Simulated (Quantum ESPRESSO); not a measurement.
## TiClO: parallel and opposed starts

Aim: find out which collinear order of TiClO costs least.

Program: Quantum ESPRESSO 7.5. Level of theory: LDA with U = 1.8 eV on Ti d (ortho-atomic projectors); plane waves with GBRV 1.5 LDA potentials, no spin-orbit coupling. Results are calculated unless marked as measured.

The database entry behind the starting cell differs from later determinations by our own check (old inner coordinates), so it need not match the best structure at ambient conditions.

## (1) Set-up

The structure is orthorhombic, space group Pmmn (No. 59). Conventional cell: a = 3.380 Å, b = 3.790 Å, c = 8.030 Å, α = 90.00°, β = 90.00°, γ = 90.00°. Ti has 4 O at 1.95 to 2.26 Å and 2 Cl at 2.32 Å nearest. Nearest to Cl lie 2 Ti at 2.32 Å. Nearest to O lie 4 Ti at 1.95 to 2.26 Å. Farther neighbours and most contacts between anions are not listed.

The cell comes from the Crystallography Open Database.

## (2) Run 1 (ferro ++)

The signs are those of the starting moments on the seeded atoms, the atoms that are given a moment.

Contents of pw.in:

```
&CONTROL
  calculation = 'scf'
  prefix = 'pwscf'
  outdir = './tmp'
  pseudo_dir = './pseudo'
  disk_io = 'nowf'
  tprnfor = .true.
  tstress = .true.
/
&SYSTEM
  ibrav = 0
  nat = 6
  ntyp = 3
  ecutwfc = 40
  ecutrho = 280
  nbnd = 36
  occupations = 'smearing'
  smearing = 'fd'
  degauss = 0.00999582
  nspin = 2
  starting_magnetization(1) = 0.0833
  starting_magnetization(2) = 0
  starting_magnetization(3) = 0
/
&ELECTRONS
  conv_thr = 1.2d-08
  electron_maxstep = 150
  mixing_beta = 0.3
/
ATOMIC_SPECIES
Ti     47.8670 ti_lda_v1.4.uspp.F.UPF
Cl     35.4500 cl_lda_v1.4.uspp.F.UPF
O      15.9990 o_lda_v1.2.uspp.F.UPF
CELL_PARAMETERS angstrom
   3.3800000000    0.0000000000    0.0000000000
   0.0000000000    3.7900000000    0.0000000000
   0.0000000000    0.0000000000    8.0300000000
ATOMIC_POSITIONS crystal
Ti      0.0000000000    0.5000000000    0.1220000000
Ti      0.5000000000    0.0000000000    0.8780000000
Cl      0.5000000000    0.5000000000    0.3200000000
Cl      0.0000000000    0.0000000000    0.6800000000
O       0.5000000000    0.5000000000    0.9350000000
O       0.0000000000    0.0000000000    0.0650000000
K_POINTS automatic
6 6 6 0 0 0
HUBBARD {ortho-atomic}
U Ti-3d 1.8000
```

Started as:

```bash
$ OMP_NUM_THREADS=1 mpirun -n 2 pw.x -nk 2 -in pw.in > pw.out
```

What it wrote:

```text
Program PWSCF v.7.5 starts

     Message from routine setup:
     using ibrav=0 with symmetry is DISCOURAGED, use correct ibrav instead

     K-points division:     npool     =       2
     Subspace diagonalization in iterative solution of the eigenvalue problem:

     G-vector sticks info
     --------------------
     sticks:   dense  smooth     PW     G-vecs:    dense   smooth      PW
     Sum        1013     589    177                54829    23761    4033

     Using Slab Decomposition

     bravais-lattice index     =            0
     lattice parameter (alat)  =       6.3873  a.u.
     unit-cell volume          =     694.1735 (a.u.)^3
     number of atoms/cell      =            6
     number of atomic types    =            3
     number of electrons       =        50.00
     number of Kohn-Sham states=           36
     kinetic-energy cutoff     =      40.0000  Ry
     charge density cutoff     =     280.0000  Ry
     scf convergence threshold =      1.2E-08
     mixing beta               =       0.3000
     number of iterations used =            8  plain     mixing
     Exchange-correlation= SLA  PZ   NOGX NOGC
                           (   1   1   0   0   0   0   0)
     Hubbard projectors: ortho-atomic
     Hubbard parameters of DFT+U (Dudarev formulation) in eV:
     U(Ti-3d) =  1.8000

     Internal variables: lda_plus_u =T, lda_plus_u_kind = 0

     Internal variables: orbital_resolved =F, hub_pot_fix =F, apply_U = F

     celldm(1)=   6.387274  celldm(2)=   0.000000  celldm(3)=   0.000000
     celldm(4)=   0.000000  celldm(5)=   0.000000  celldm(6)=   0.000000

     crystal axes: (cart. coord. in units of alat)
               a(1) = (   1.000000   0.000000   0.000000 )
               a(2) = (   0.000000   1.121302   0.000000 )
               a(3) = (   0.000000   0.000000   2.375740 )

     reciprocal axes: (cart. coord. in units 2 pi/alat)
               b(1) = (  1.000000  0.000000  0.000000 )
               b(2) = (  0.000000  0.891821  0.000000 )
               b(3) = (  0.000000  0.000000  0.420922 )

     PseudoPot. # 1 for Ti read from file:
     ti_lda_v1.4.uspp.F.UPF
     Pseudo is Ultrasoft + core correction, Zval = 12.0
     Generated by new atomic code, or converted to UPF format
     Using radial grid of  851 points,  6 beta functions with:
                l(1) =   0
                l(2) =   0
                l(3) =   1
                l(4) =   1
                l(5) =   2
                l(6) =   2
     Q(r) pseudized with  6 coefficients,  rinner =    1.000   1.000   1.000
                                                       1.000   1.000

     PseudoPot. # 2 for Cl read from file:
     cl_lda_v1.4.uspp.F.UPF
     Pseudo is Ultrasoft + core correction, Zval =  7.0
     Generated by new atomic code, or converted to UPF format
     Using radial grid of  909 points,  6 beta functions with:
                l(1) =   0
                l(2) =   0
                l(3) =   1
                l(4) =   1
                l(5) =   2
                l(6) =   2
     Q(r) pseudized with  8 coefficients,  rinner =    1.300   1.300   1.300
                                                       1.300   1.300

     PseudoPot. # 3 for O  read from file:
     o_lda_v1.2.uspp.F.UPF
     Pseudo is Ultrasoft + core correction, Zval =  6.0
     Generated by new atomic code, or converted to UPF format
     Using radial grid of  737 points,  5 beta functions with:
                l(1) =   0
                l(2) =   0
                l(3) =   1
                l(4) =   1
                l(5) =   2
     Q(r) pseudized with  8 coefficients,  rinner =    0.900   0.900   0.900
                                                       0.900   0.900

     atomic species   valence    mass     pseudopotential
     Ti               12.00    47.86700     Ti( 1.00)
     Cl                7.00    35.45000     Cl( 1.00)
     O                 6.00    15.99900     O ( 1.00)

     Starting magnetic structure
     atomic species   magnetization
     Ti              0.083
     Cl              0.000
     O               0.000

      8 Sym. Ops., with inversion, found ( 4 have fractional translation)

   Cartesian axes

     site n.     atom                  positions (alat units)
         1        Ti     tau(   1) = (   0.0000000   0.5606509   0.2898402  )
         2        Ti     tau(   2) = (   0.5000000   0.0000000   2.0858994  )
         3        Cl     tau(   3) = (   0.5000000   0.5606509   0.7602367  )
         4        Cl     tau(   4) = (   0.0000000   0.0000000   1.6155030  )
         5        O      tau(   5) = (   0.5000000   0.5606509   2.2213166  )
         6        O      tau(   6) = (   0.0000000   0.0000000   0.1544231  )

     number of k points=    64  Fermi-Dirac smearing, width (Ry)=  0.0100
                       cart. coord. in units 2pi/alat
        k(    1) = (   0.0000000   0.0000000   0.0000000), wk =   0.0046296
        k(    2) = (   0.0000000   0.0000000   0.0701536), wk =   0.0092593
        k(    3) = (   0.0000000   0.0000000   0.1403072), wk =   0.0092593
        k(    4) = (   0.0000000   0.0000000  -0.2104608), wk =   0.0046296
        k(    5) = (   0.0000000   0.1486368   0.0000000), wk =   0.0092593
        [... 59 further k-points ...]

     Dense  grid:    54829 G-vectors     FFT dimensions: (  36,  40,  81)

     Smooth grid:    23761 G-vectors     FFT dimensions: (  30,  30,  64)

     Check: negative core charge=   -0.000004
     Generating pointlists ...
     new r_m :   0.2379 (alat units)  1.5197 (a.u.) for type    1
     new r_m :   0.2832 (alat units)  1.8087 (a.u.) for type    2
     new r_m :   0.2379 (alat units)  1.5197 (a.u.) for type    3

     Initial potential from superposition of free atoms

     starting charge      47.9999, renormalised to      50.0000

     negative rho (up, down):  1.623E-02 1.611E-02

     STARTING HUBBARD OCCUPATIONS:

     =================== HUBBARD OCCUPATIONS ===================
     ------------------------ ATOM    1 ------------------------
     Tr[ns(  1)] (up, down, total) =   1.00000  0.00000  1.00000
     Atomic magnetic moment for atom   1 =   1.00000
     [... lines left out ...]
     ------------------------ ATOM    2 ------------------------
     Tr[ns(  2)] (up, down, total) =   1.00000  0.00000  1.00000
     Atomic magnetic moment for atom   2 =   1.00000
     [... lines left out ...]
     Number of occupied Hubbard levels =    2.0000

     Atomic wfc used for Hubbard projectors are orthogonalized

     Starting wfcs are   36 randomized atomic wfcs

     Self-consistent Calculation

     iteration #  1     ecut=    40.00 Ry     beta= 0.30
     Davidson diagonalization with overlap
     ethr =  1.00E-02,  avg # of iterations =  5.7

     =================== HUBBARD OCCUPATIONS ===================
     ------------------------ ATOM    1 ------------------------
     Tr[ns(  1)] (up, down, total) =   1.56918  0.64119  2.21037
     Atomic magnetic moment for atom   1 =   0.92799
     [... lines left out ...]
     ------------------------ ATOM    2 ------------------------
     Tr[ns(  2)] (up, down, total) =   1.56918  0.64119  2.21037
     Atomic magnetic moment for atom   2 =   0.92799
     [... lines left out ...]
     Number of occupied Hubbard levels =    4.4207

     negative rho (up, down):  1.550E-02 1.574E-02

     total energy              =    -369.88180703 Ry
     estimated scf accuracy    <       1.09525467 Ry

     total magnetization       =     1.84 Bohr mag/cell
     absolute magnetization    =     1.96 Bohr mag/cell

     iteration #  2     ecut=    40.00 Ry     beta= 0.30
     Davidson diagonalization with overlap
     ethr =  2.19E-03,  avg # of iterations =  2.7

     negative rho (up, down):  1.530E-02 1.573E-02

     total energy              =    -370.14074595 Ry
     estimated scf accuracy    <       0.15059402 Ry

     total magnetization       =     1.82 Bohr mag/cell
     absolute magnetization    =     1.92 Bohr mag/cell

     iteration #  3     ecut=    40.00 Ry     beta= 0.30
     Davidson diagonalization with overlap
     ethr =  3.01E-04,  avg # of iterations =  2.3

     negative rho (up, down):  1.479E-02 1.564E-02

     total energy              =    -370.15376371 Ry
     estimated scf accuracy    <       0.03052503 Ry

     total magnetization       =     1.93 Bohr mag/cell
     absolute magnetization    =     2.02 Bohr mag/cell

     [... further iterations left out ...]

     iteration # 13     ecut=    40.00 Ry     beta= 0.30
     Davidson diagonalization with overlap
     ethr =  6.81E-09,  avg # of iterations =  2.0

     negative rho (up, down):  1.426E-02 1.550E-02

     total energy              =    -370.17269994 Ry
     estimated scf accuracy    <       0.00000126 Ry

     total magnetization       =     2.00 Bohr mag/cell
     absolute magnetization    =     2.11 Bohr mag/cell

     iteration # 14     ecut=    40.00 Ry     beta= 0.30
     Davidson diagonalization with overlap
     ethr =  2.51E-09,  avg # of iterations =  1.1

     negative rho (up, down):  1.426E-02 1.550E-02

     total energy              =    -370.17270018 Ry
     estimated scf accuracy    <       0.00000017 Ry

     total magnetization       =     2.00 Bohr mag/cell
     absolute magnetization    =     2.11 Bohr mag/cell

     iteration # 15     ecut=    40.00 Ry     beta= 0.30
     Davidson diagonalization with overlap
     ethr =  3.40E-10,  avg # of iterations =  4.0

     negative rho (up, down):  1.426E-02 1.550E-02

     total energy              =    -370.17270026 Ry
     estimated scf accuracy    <       0.00000004 Ry

     total magnetization       =     2.00 Bohr mag/cell
     absolute magnetization    =     2.11 Bohr mag/cell

     iteration # 16     ecut=    40.00 Ry     beta= 0.30
     Davidson diagonalization with overlap
     ethr =  7.68E-11,  avg # of iterations =  1.8

     negative rho (up, down):  1.425E-02 1.550E-02

     Magnetic moment per site  (integrated on atomic sphere of radius R)
     atom   1 (R=0.238)  charge=  8.5944  magn=  0.6687
     atom   2 (R=0.238)  charge=  8.5944  magn=  0.6687
     atom   3 (R=0.283)  charge=  5.0518  magn=  0.0082
     atom   4 (R=0.283)  charge=  5.0518  magn=  0.0082
     atom   5 (R=0.238)  charge=  5.3946  magn= -0.0128
     atom   6 (R=0.238)  charge=  5.3946  magn= -0.0128

     End of self-consistent calculation

     =================== HUBBARD OCCUPATIONS ===================
     ------------------------ ATOM    1 ------------------------
     Tr[ns(  1)] (up, down, total) =   1.60377  0.61525  2.21902
     Atomic magnetic moment for atom   1 =   0.98852
     [... lines left out ...]
     ------------------------ ATOM    2 ------------------------
     Tr[ns(  2)] (up, down, total) =   1.60377  0.61525  2.21902
     Atomic magnetic moment for atom   2 =   0.98852
     [... lines left out ...]
     Number of occupied Hubbard levels =    4.4380

     Number of k-points >= 100: set verbosity='high' to print the bands.

     the Fermi energy is     7.7004 ev

!    total energy              =    -370.17270028 Ry
     estimated scf accuracy    <          2.3E-09 Ry
     smearing contrib. (-TS)   =      -0.00358728 Ry
     internal energy E=F+TS    =    -370.16911299 Ry

     The total energy is F=E-TS. E is the sum of the following terms:
     one-electron contribution =    -303.72501744 Ry
     hartree contribution      =     168.95510741 Ry
     xc contribution           =     -69.06735505 Ry
     ewald contribution        =    -166.48226139 Ry
     Hubbard energy            =       0.15041347 Ry

     total magnetization       =     2.00 Bohr mag/cell
     absolute magnetization    =     2.11 Bohr mag/cell

     convergence has been achieved in  16 iterations

     negative rho (up, down):  1.425E-02 1.550E-02

     Forces acting on atoms (cartesian axes, Ry/au):

     atom    1 type  1   force =     0.00000000    0.00000000   -0.05381996
     atom    2 type  1   force =     0.00000000    0.00000000    0.05381996
     atom    3 type  2   force =     0.00000000    0.00000000    0.03087086
     atom    4 type  2   force =     0.00000000    0.00000000   -0.03087086
     atom    5 type  3   force =     0.00000000    0.00000000    0.02362782
     atom    6 type  3   force =     0.00000000    0.00000000   -0.02362782

     Total force =     0.093892     Total SCF correction =     0.000118

     Computing stress (Cartesian axis) and pressure

     negative rho (up, down):  1.425E-02 1.550E-02
          total   stress  (Ry/bohr**3)                   (kbar)     P=       -7.69
   0.00010949   0.00000000   0.00000000           16.11        0.00        0.00
   0.00000000  -0.00027581   0.00000000            0.00      -40.57        0.00
   0.00000000   0.00000000   0.00000950            0.00        0.00        1.40

=------------------------------------------------------------------------------=
   JOB DONE.
=------------------------------------------------------------------------------=
```

Elapsed: 3.1 min, on 2 MPI ranks of Arm Neoverse V2, shared host; peak memory 0.6 GiB.

Spin moment in the atom's sphere by atom:

| atom | spin moment in the atom's sphere (μB) |
| --- | --- |
| Ti1 | 0.669 |
| Ti2 | 0.669 |
| Cl3 | 0.008 |
| Cl4 | 0.008 |
| O5 | -0.013 |
| O6 | -0.013 |

Read from the output:

- smearing term TS: 0.04881 eV
- pressure: -0.7689 GPa
- magnetization: 1.997 μB
- absolute magnetization: 2.112 μB
- final state: ferromagnetic

(Part 1 of 2 ends here.)

[Logs and program files are shortened in this print: banners, set-up blocks, solver, clock and traceback lines can be left out without a mark of their own.]

[Logs are printed without paths, hosts, clocks, repeated set-up lines and the standing remarks that a program may print on its own settings, such as how far it seeks lower states.]

[Hosts, paths, dates, database ids (printed as entryN), source tags and the programs' standing remarks are cut or masked in the printed files.]

[Where a cell is said to come from a database of computed structures, the database is the Materials Project.]
